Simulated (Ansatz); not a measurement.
# What Sn2C (model cell, started as cuprite) distorts into, part 2 of 2

Wanted: the energy along a soft mode of Sn2C (model cell, started as cuprite) and the structure at the end.

Ansatz 0.2.0; DFT PBEsol, scalar-relativistic, plane waves, PAW.

So far, highest frequency on the path or at a solved wavevector (cm⁻¹): step 2 (phonons on a q mesh) 535. Also lowest frequency on the path (cm⁻¹): step 2 -184.

The structure was built from a prototype and need not be the compound's stable phase.

## (5) Energy along the mode, all amplitudes (two of the runs are shown above)

An imaginary frequency means negative curvature, so the energy should fall and then rise again as anharmonic terms take over.

This step gave:

| Quantity | Value |
| --- | --- |
| depth at the lowest point sampled | 8.361 meV/atom |
| largest atomic shift at that point | 0.22 Å |

The energy from the parent by largest atomic shift:

```
largest atomic shift (Å)  energy from the parent (meV/atom)
                   0.000                                  0
                   0.040                             -0.904
                   0.080                              -3.04
                   0.140                              -6.72
                   0.220                              -8.36
                   0.320                               5.76
```

Displacement at unit largest shift by atom:

```
atom  x (Å)  y (Å)  z (Å)  size
  C1   0.00  -0.27   0.96  1.00
  C2   0.00   0.27  -0.96  1.00
  C3   0.00  -0.96   0.27  1.00
  C4   0.00   0.96  -0.27  1.00
 Sn5   0.00   0.27  -0.27  0.38
 Sn6   0.00  -0.27   0.27  0.38
 Sn7   0.00   0.15   0.15  0.21
 Sn8   0.00  -0.15  -0.15  0.21
 Sn9   0.00   0.15   0.15  0.21
Sn10   0.00  -0.15  -0.15  0.21
Sn11   0.00   0.27  -0.27  0.38
Sn12   0.00  -0.27   0.27  0.38
```

The lowest of the steps tried is at 0.22 Å, 8.36 meV/atom below the parent; the bottom of the well need not coincide with a step.

## (6) Relaxing from the distorted cell

Starting from the lowest point found, all atoms and the cell are let go, so that strain and other modes of the same symmetry can join in.

input.yaml reads:

```yaml
crystal:
  lattice:
    - [-5.0213021337, 0.0, 0.0]
    - [0.0, -5.0213021337, -5.0213021337]
    - [0.0, -5.0213021337, 5.0213021337]
  atoms:
    - { symbol: C, position: [0.0, 0.484808302, 0.5270003063] }
    - { symbol: C, position: [0.0, 0.015191698, -0.0270003063] }
    - { symbol: C, position: [0.5, 0.015191698, 0.5270003063] }
    - { symbol: C, position: [0.5, 0.484808302, -0.0270003063] }
    - { symbol: Sn, position: [0.75, 0.25, 0.4882358489] }
    - { symbol: Sn, position: [0.75, 0.75, 0.0117641511] }
    - { symbol: Sn, position: [0.25, -0.006619089, 0.25] }
    - { symbol: Sn, position: [0.25, 0.506619089, 0.75] }
    - { symbol: Sn, position: [0.25, -0.006619089, 0.75] }
    - { symbol: Sn, position: [0.25, 0.506619089, 0.25] }
    - { symbol: Sn, position: [0.75, 0.75, 0.4882358489] }
    - { symbol: Sn, position: [0.75, 0.25, 0.0117641511] }
kpoints:
  mp_grid: { grid: [8, 6, 6] }
hamiltonian:
  xc: pbesol
scf:
  occupations: { method: methfessel_paxton, width: 0.2 }
output:
  forces: true
  stress: true
  eigenvalues: true
  write_density: true
  write_potential: true
  elf: true
  volumetric_format: npy
relax:
  adjacent_minimum: "off"
  f_tol: 0.002
  max_steps: 120
  cell: { stress_tol: 0.03 }
```

Command:

```sh
ansatz run input.yaml --threads 8 --pin off --max-ram 14336MiB --backend cpu --events-out ev --progress --plain --runs-dir out
```

Numbers of over 12 decimals in the logs are rounded to 6 here.

The log of the run:

```text
[...]
Crystal: 12 atoms, lattice volume = 253.209 Å³
Basis set: ecut = 420 eV, 4981 PW (Γ), exchange–correlation on 72×96×96 points (8 copies of the dense FFT grid, shifted against one another)
Bands: 77, of which v1, the nominal top of the filled ones, is band 64 counted from 1 (63 counted from 0)
Symmetry: 4 space group operations
[...]
k-points: 80 of 288 (time reversal used)
[...]
SCF iter   1: F=—  HF=-48570.874924 eV  |F-HF|=—  |Δ(HF+E_count)|=         —  Δρ=1.21e-2  dr2=5.77e-1  ethr=1.77e-3  ⟨swp⟩=7.6  Hψ=25137  notcnv=0
[...]
SCF iter   8: F=-48570.750804 eV  HF=-48570.750804 eV  |F-HF|=4.82e-9  |Δ(HF+E_count)|=   7.71e-9  S|Δr|=    0.00e0  Δρ=1.54e-6  dr2=9.14e-9  ethr=7.81e-11  ⟨swp⟩=9.0  Hψ=37271  notcnv=0
SCF 1 converged in 8 iterations: F = -48570.750804 eV  dr2 = 9.14e-9
[...]
relax step   1: F+E_penalty+E_count = -48570.75080372 eV  Δ(F+E_penalty+E_count) = +0.000e0 eV  max|allowed force component| = 7.006e-1 eV/Å  Δτ_max = 0.0000 Å  P = +1.269 GPa  Ω = 253.209 Å³  (8 SCF iters, dr2 threshold 1.00e-7 eV, accepted)
Crystal: 12 atoms, lattice volume = 251.943 Å³
Basis set: ecut = 420 eV, 4989 PW (Γ), exchange–correlation on 72×96×96 points (8 copies of the dense FFT grid, shifted against one another)
[...]
SCF iter   7: F=-48571.501820 eV  HF=-48571.501820 eV  |F-HF|=4.17e-7  |Δ(HF+E_count)|=  8.73e-11  S|Δr|=    0.00e0  Δρ=1.23e-5  dr2=5.45e-7  ethr=9.37e-10  ⟨swp⟩=15.1  Hψ=52323  notcnv=0
SCF 2 converged in 7 iterations: F = -48571.501820 eV  dr2 = 5.45e-7
  Residual-converged pass: ⟨swp⟩=1.0  Hψ=6481  notcnv=0  max |occ|·‖R‖ = 7.1e-9 eV (tolerance 1.0e-8 eV)  dr2=5.45e-7  dr2_onsite=2.02e-7  max |Δocc| = 6.8e-11
relax step   2: F+E_penalty+E_count = -48571.50182001 eV  Δ(F+E_penalty+E_count) = -7.510e-1 eV  max|allowed force component| = 7.351e-1 eV/Å  Δτ_max = 0.1949 Å  P = +0.763 GPa  Ω = 251.943 Å³  energy of the carried Pulay correction = +1.140e-3 eV  (7 SCF iters, dr2 threshold 1.20e-6 eV, accepted)
Crystal: 12 atoms, lattice volume = 251.745 Å³
Basis set: ecut = 420 eV, 4969 PW (Γ), exchange–correlation on 72×96×96 points (8 copies of the dense FFT grid, shifted against one another)
[...]
SCF iter   7: F=-48571.840499 eV  HF=-48571.840500 eV  |F-HF|=4.94e-7  |Δ(HF+E_count)|=   8.10e-7  S|Δr|=    0.00e0  Δρ=1.41e-5  dr2=1.08e-6  ethr=9.37e-10  ⟨swp⟩=14.8  Hψ=59704  notcnv=0
SCF 3 converged in 7 iterations: F = -48571.840499 eV  dr2 = 1.08e-6
[...]
relax step   3: F+E_penalty+E_count = -48571.84049943 eV  Δ(F+E_penalty+E_count) = -3.387e-1 eV  max|allowed force component| = 4.814e-1 eV/Å  Δτ_max = 0.1951 Å  P = +1.074 GPa  Ω = 251.745 Å³  energy of the carried Pulay correction = +1.319e-3 eV  (7 SCF iters, dr2 threshold 1.20e-6 eV, accepted)
[... from here on, the SCF cycles and remarks between the steps are left out ...]
relax step   4: F+E_penalty+E_count = -48571.88676005 eV  Δ(F+E_penalty+E_count) = -4.626e-2 eV  max|allowed force component| = 2.864e-1 eV/Å  Δτ_max = 0.0426 Å  P = +0.221 GPa  Ω = 254.100 Å³  energy of the carried Pulay correction = -7.994e-4 eV  (6 SCF iters, dr2 threshold 1.20e-6 eV, accepted)
relax step   5: F+E_penalty+E_count = -48571.82264642 eV  Δ(F+E_penalty+E_count) = +6.411e-2 eV  max|allowed force component| = 4.969e-1 eV/Å  Δτ_max = 0.1212 Å  P = +0.819 GPa  Ω = 253.515 Å³  energy of the carried Pulay correction = -2.751e-4 eV  (6 SCF iters, dr2 threshold 1.20e-6 eV, rejected (line search))
relax step   6: F+E_penalty+E_count = -48571.90449053 eV  Δ(F+E_penalty+E_count) = -1.773e-2 eV  max|allowed force component| = 8.729e-2 eV/Å  Δτ_max = 0.0449 Å  P = +0.014 GPa  Ω = 254.696 Å³  energy of the carried Pulay correction = -1.332e-3 eV  (12 SCF iters, accepted)
relax step   7: F+E_penalty+E_count = -48571.90815867 eV  Δ(F+E_penalty+E_count) = -3.668e-3 eV  max|allowed force component| = 4.880e-2 eV/Å  Δτ_max = 0.0187 Å  P = +0.041 GPa  Ω = 254.633 Å³  energy of the carried Pulay correction = -1.276e-3 eV  (6 SCF iters, dr2 threshold 4.76e-7 eV, accepted)
relax step   8: F+E_penalty+E_count = -48571.90934401 eV  Δ(F+E_penalty+E_count) = -1.185e-3 eV  max|allowed force component| = 7.532e-3 eV/Å  Δτ_max = 0.0106 Å  P = +0.004 GPa  Ω = 254.729 Å³  energy of the carried Pulay correction = -1.361e-3 eV  (6 SCF iters, dr2 threshold 1.49e-7 eV, accepted)
relax step   9: F+E_penalty+E_count = -48571.90949015 eV  Δ(F+E_penalty+E_count) = -1.461e-4 eV  max|allowed force component| = 3.856e-3 eV/Å  Δτ_max = 0.0047 Å  P = -0.013 GPa  Ω = 254.750 Å³  energy of the carried Pulay correction = -1.380e-3 eV  (7 SCF iters, dr2 threshold 4.48e-9 eV, accepted)
relax step  10: F+E_penalty+E_count = -48571.90954800 eV  Δ(F+E_penalty+E_count) = -5.785e-5 eV  max|allowed force component| = 5.936e-4 eV/Å  Δτ_max = 0.0014 Å  P = +0.000 GPa  Ω = 254.702 Å³  energy of the carried Pulay correction = -1.337e-3 eV  (6 SCF iters, dr2 threshold 2.53e-9 eV, accepted)
relax step  11: F+E_penalty+E_count = -48571.91235328 eV  Δ(F+E_penalty+E_count) = -2.805e-3 eV  max|allowed force component| = 6.091e-4 eV/Å  Δτ_max = 0.0000 Å  P = +0.004 GPa  Ω = 254.702 Å³  stress off target by 3.69e-2 GPa  SCF on the basis re-selected at this cell (its energy is not comparable with the rows above)  (6 SCF iters)
relax step  12: F+E_penalty+E_count = -48571.91250328 eV  Δ(F+E_penalty+E_count) = -1.500e-4 eV  max|allowed force component| = 1.210e-3 eV/Å  Δτ_max = 0.0038 Å  P = +0.001 GPa  Ω = 254.694 Å³  energy of the carried Pulay correction = +8.805e-6 eV  (7 SCF iters, dr2 threshold 3.40e-9 eV, accepted)
[...]
SCF iter   6: F=-48571.912512 eV  HF=-48571.912512 eV  |F-HF|=7.28e-12  |Δ(HF+E_count)|=  7.28e-12  S|Δr|=    0.00e0  Δρ=5.44e-8  dr2=9.11e-12  ethr=1.00e-12  ⟨swp⟩=8.8  Hψ=29916  notcnv=0
SCF 13 converged in 6 iterations: F = -48571.912512 eV  dr2 = 9.11e-12
relax step  13: F+E_penalty+E_count = -48571.91251217 eV  Δ(F+E_penalty+E_count) = -8.897e-6 eV  max|allowed force component| = 1.234e-3 eV/Å  Δτ_max = 0.0000 Å  P = +0.001 GPa  Ω = 254.694 Å³  stress off target by 8.94e-3 GPa  SCF on the basis re-selected at this cell (its energy is not comparable with the rows above)  (6 SCF iters)
[...]
SCF converged after 6 iterations
[...]
Free energy (F): -48571.912512 eV
[...]
Internal energy: -48571.921010 eV  (E = F + TS)
E sigma→0 (E₀):  -48571.914637 eV
Entropy (-TS):   0.008497 eV (0.708 meV/atom)
Fermi energy:    9.875416 eV
[...]
--- Forces (eV/Å), atoms counted from 1 ---
  atom   1  C      0.00123444     0.00055299    -0.00048427
  atom   2  C      0.00123444    -0.00055299     0.00048427
  atom   3  C     -0.00123444     0.00048427    -0.00055299
  atom   4  C     -0.00123444    -0.00048427     0.00055299
  atom   5  Sn     0.00000000    -0.00033715     0.00033715
  atom   6  Sn     0.00000000    -0.00018164     0.00018164
  atom   7  Sn     0.00000000    -0.00043418    -0.00043418
  atom   8  Sn     0.00000000     0.00042377     0.00042377
  atom   9  Sn     0.00000000    -0.00042377    -0.00042377
  atom  10  Sn     0.00000000     0.00043418     0.00043418
  atom  11  Sn    -0.00000000     0.00018164    -0.00018164
  atom  12  Sn     0.00000000     0.00033715    -0.00033715
  max |Σ_I F_I| component: 7.89e-17 eV/Å
--- Stress (GPa, compression-positive) ---
        0.008941      -0.000000       0.000000
       -0.000000      -0.003081      -0.002895
        0.000000      -0.002895      -0.003081
  P = ⅓ Tr σ = 0.0009 GPa (0.009 kbar)
--- Band table (eV; the first three rows and the last of 80) ---
  k-point 0: bands = [... 60 lower, 7.7318, 8.1663, 8.6955, 10.1917, 11.3029, 11.6385, 11.6445, 11.6550, ... 9 higher]
  k-point 1: bands = [... 60 lower, 7.9344, 8.3114, 8.8020, 9.8877, 10.6280, 10.8452, 11.4546, 11.6751, ... 9 higher]
  k-point 2: bands = [... 60 lower, 8.4069, 8.4285, 9.0211, 9.4016, 9.8159, 9.9123, 11.0503, 11.2888, ... 9 higher]
  k-point 79: bands = [... 60 lower, 8.5406, 8.8529, 9.0809, 9.2433, 10.4292, 11.5258, 11.7074, 11.7251, ... 9 higher]
--- Relaxed structure (11 steps of the walk, 10 accepted, 2 SCFs on fresh bases) ---
  F+E_penalty+E_count = -48571.91251217 eV   max|allowed force component| = 1.234e-3 eV/Å   (the final SCF, on the basis selected at the relaxed cell)
  cell:  # Å, volume = 254.6943 Å³
    - [-5.158563, 0, 0]
    - [0, -4.869479, -4.869479]
    - [0, -5.069651, 5.069651]
  atoms:
    - { symbol: C, position: [-0.013271, 0.487935, 0.532245] }
    - { symbol: C, position: [-0.013271, 0.012065, -0.032245] }
    - { symbol: C, position: [0.513271, 0.012065, 0.532245] }
    - { symbol: C, position: [0.513271, 0.487935, -0.032245] }
    - { symbol: Sn, position: [0.75, 0.25, 0.448812] }
    - { symbol: Sn, position: [0.75, 0.750000, 0.042370] }
    - { symbol: Sn, position: [0.25, -0.016306, 0.250000] }
    - { symbol: Sn, position: [0.25, 0.545948, 0.750000] }
    - { symbol: Sn, position: [0.25, -0.045948, 0.750000] }
    - { symbol: Sn, position: [0.25, 0.516306, 0.25] }
    - { symbol: Sn, position: [0.75, 0.750000, 0.457630] }
    - { symbol: Sn, position: [0.75, 0.250000, 0.051188] }
```

It took 4.4 min on 8 threads of Arm Neoverse V2, shared host; peak memory 1.8 GiB; 35 min of CPU time.

The steps of the relaxation:

```
step  energy less that of the first step (eV)  largest force component (eV/Å)  pressure (GPa)  volume (Å³)
   1                                   0.0000                          0.7006            1.27       253.21
   2                                  -0.7510                          0.7351            0.76       251.94
   3                                  -1.0897                          0.4814            1.07       251.75
   4                                  -1.1360                          0.2864            0.22       254.10
   5                                  -1.0718                          0.4969            0.82       253.52
   6                                  -1.1537                          0.0873            0.01       254.70
   7                                  -1.1574                          0.0488            0.04       254.63
   8                                  -1.1585                          0.0075            0.00       254.73
   9                                  -1.1587                          0.0039           -0.01       254.75
  10                                  -1.1587                          0.0006            0.00       254.70
 11*                                  -1.1615                          0.0006            0.00       254.70
  12                                  -1.1617                          0.0012            0.00       254.69
 13*                                  -1.1617                          0.0012            0.00       254.69
```

Relaxation steps marked * repeat the geometry before them on a plane-wave basis chosen anew for their cell, so energy and pressure can jump there. Relaxation step 5 was tried and not accepted.

Forces are held to the 4 operations that the run works with; a distortion that breaks them can't arise in this run.

```
conventional cell, symmetrised  before  after  change
                         a (Å)   5.021  5.159  +2.7 %
                         b (Å)   7.101  6.886  -3.0 %
                         c (Å)   7.101  7.170  +1.0 %
              volume (Å³/atom)   21.10  21.22  +0.6 %
```

The atoms that moved most (Å, as changes of fractional coordinates times the final cell):

```
atom      dx      dy      dz  length
Sn12   0.000  -0.200   0.200   0.283
 Sn5   0.000   0.200  -0.200   0.283
 Sn9   0.000   0.192   0.192   0.271
 Sn8   0.000  -0.192  -0.192   0.271
Sn11   0.000   0.155  -0.155   0.219
 Sn6   0.000  -0.155   0.155   0.219
  C3  -0.068  -0.011   0.042   0.081
  C4  -0.068   0.011  -0.042   0.081
```

Final coordinates:

```cif
data_structure
_symmetry_space_group_name_H-M 'P 1'
_symmetry_Int_Tables_number 1
_cell_length_a 5.1586
_cell_length_b 6.8865
_cell_length_c 7.1696
_cell_angle_alpha 90.000
_cell_angle_beta 90.000
_cell_angle_gamma 90.000
_cell_volume 254.69
loop_
_atom_site_label
_atom_site_type_symbol
_atom_site_fract_x
_atom_site_fract_y
_atom_site_fract_z
_atom_site_occupancy
C1 C 0.98673 0.48793 0.53224 1
C2 C 0.98673 0.01207 0.96776 1
C3 C 0.51327 0.01207 0.53224 1
C4 C 0.51327 0.48793 0.96776 1
Sn5 Sn 0.75000 0.25000 0.44881 1
Sn6 Sn 0.75000 0.75000 0.04237 1
Sn7 Sn 0.25000 0.98369 0.25000 1
Sn8 Sn 0.25000 0.54595 0.75000 1
Sn9 Sn 0.25000 0.95405 0.75000 1
Sn10 Sn 0.25000 0.51631 0.25000 1
Sn11 Sn 0.75000 0.75000 0.45763 1
Sn12 Sn 0.75000 0.25000 0.05119 1
```

Numbers from this step:

```
pressure        : 9.27e-4 GPa
volume per atom : 21.22 Å³
```

ELF in the ac plane at fractional y = 0.012, with atoms of C and Sn within 0.2 Å of it. It is the smooth field of the valence electrons, not physical close to the nuclei.

Ten even steps from '_' (0.02) to '@' (0.80), each cell a mean:
```
::%%%%++--::::::..::==##%%--
%%@@##==------::....--##@@%%
@@##==----------..__..==##@@
**==::....------..____::==**
==--..____::--==--..____..--
----::....--++##++--..____::
----------++@@@@%%**--..__..
::------++@@@@##%%%%++::....
::::::--##@@**..**@@**::....
::::..::**@@%%++%%%%++::::::
==------==##@@@@%%++--::::--
++==------==****==::....::==
====--..::------..____..::==
==--..____::----..______..--
----..____::====::..______::
----::..::--====--....__..::
**++------==++==--::....--++
@@@@**------==--::::::==##@@
**@@%%==::::::::::::--**%%**
```
Columns run along a (5.2 Å), rows up along c (7.2 Å). Atoms in or near the plane, at fractional coordinates: C at (0.99, 0.97), C at (0.51, 0.53), Sn at (0.25, 0.25).

Electrostatic potential energy in the ac plane at fractional y = 0.012, with atoms of C and Sn within 0.2 Å of it. With pseudopotentials it is smooth inside the atoms' cores, unlike the true potential.

Ten even steps from '_' (-37 eV) to '@' (14 eV), each cell a mean:
```
__--%%@@@@@@@@@@@@@@@@%%==__
..++%%%%%%%%@@@@@@@@@@@@##::
####**++++**%%@@@@@@@@@@@@%%
%%****%%##++##@@@@@@@@@@@@@@
%%++##@@@@**##@@@@@@@@@@@@@@
%%****%%##++##@@@@@@@@@@@@@@
@@##**++++**####%%@@@@@@@@@@
@@@@%%%%%%##--..==%%@@@@@@@@
@@@@@@@@@@**____..##@@@@@@@@
@@@@@@@@@@##::__::##@@@@@@@@
@@@@@@%%%%%%##**##%%@@@@@@@@
@@%%##****##%%@@@@@@@@@@@@@@
%%****####++##@@@@@@@@@@@@@@
%%++%%@@@@****@@@@@@@@@@@@@@
%%++%%@@@@****@@@@@@@@@@@@@@
%%****####++##@@@@@@@@@@@@@@
@@%%##****##%%@@@@@@@@@@@@@@
**%%%%%%%%@@@@@@@@@@@@@@%%##
__++%%@@@@@@@@@@@@@@@@%%++__
```
Columns run along a (5.2 Å; values clipped at the 3rd and 97th percentile), rows up along c (7.2 Å). Atoms in or near the plane, at fractional coordinates: C at (0.99, 0.97), C at (0.51, 0.53), Sn at (0.25, 0.25).

Valence density in the ac plane at fractional y = 0.012, with atoms of C and Sn within 0.2 Å of it. It is the smooth field of the valence electrons, not physical close to the nuclei.

Ten steps, logarithmic in the rise over the least value, from '0' (0.04 × 1e0 e/Å³) to '9' (9.64 × 1e0 e/Å³), each cell a mean:
```
65321000011356
55432110001245
44454310000123
34687521000012
24798631000001
13687532110000
12455444321000
01223455532100
00113466542100
00112456542110
11122344432111
12344332211111
23677531100001
25899631000001
25899631000001
23677521100011
33343211111122
44321110111234
65321000012345
```
Columns run along a (5.2 Å), rows up along c (7.2 Å). Atoms in or near the plane, at fractional coordinates: C at (0.99, 0.97), C at (0.51, 0.53), Sn at (0.25, 0.25).

The distorted start has space group P222; the relaxation ends in P222.

## (7) What came out

```
unstable mode of the parent                                                      : q = (0, -0.5, -0.5), 184i cm⁻¹
depth at the lowest point sampled                                                : 8.36 meV/atom
largest atomic shift at that point                                               : 0.22 Å
space group reached (within 0.01 Å)                                              : P222
energy gained over the parent (first relaxation, on the mesh of the frozen mode) : 105 meV/atom
volume per atom, phase reached                                                   : 21.2 Å³
```

In words: Along this mode the structure falls into P222, 105 meV/atom below the parent. At the parent's cell the well is 8.361 meV/atom deep on the steps tried, with its lowest point at a shift of 0.22 Å. Relaxing atoms and cell changes the gain by +96.90 meV/atom against the lowest step (energies at zero smearing). Most of the total comes from this relaxation. The modes of the phase reached were not computed on this path. Of the 6 patterns followed to their end from this parent, this one ends 286 meV/atom above the lowest, R-3m. Each path keeps the symmetry of its pattern, so a lower phase may lie along a pattern not tried. With no gap, or one that is small against the smearing, the frequencies hang on the k mesh and the smearing, most of all near Kohn anomalies. Spin-orbit coupling is left out, which can matter for the heavy elements here. A phonon run warned that its eigensolver left some bands unconverged in a pass. The starting cell was built on a prototype and not taken from a measurement, so the phase need not exist.

[Logs are printed without paths, hosts, clocks, repeated set-up lines and the standing remarks that a program may print on its own settings, such as how far it seeks lower states.]

[Hosts, paths, dates, database ids (printed as entryN), source tags and the programs' standing remarks are cut or masked in the printed files.]
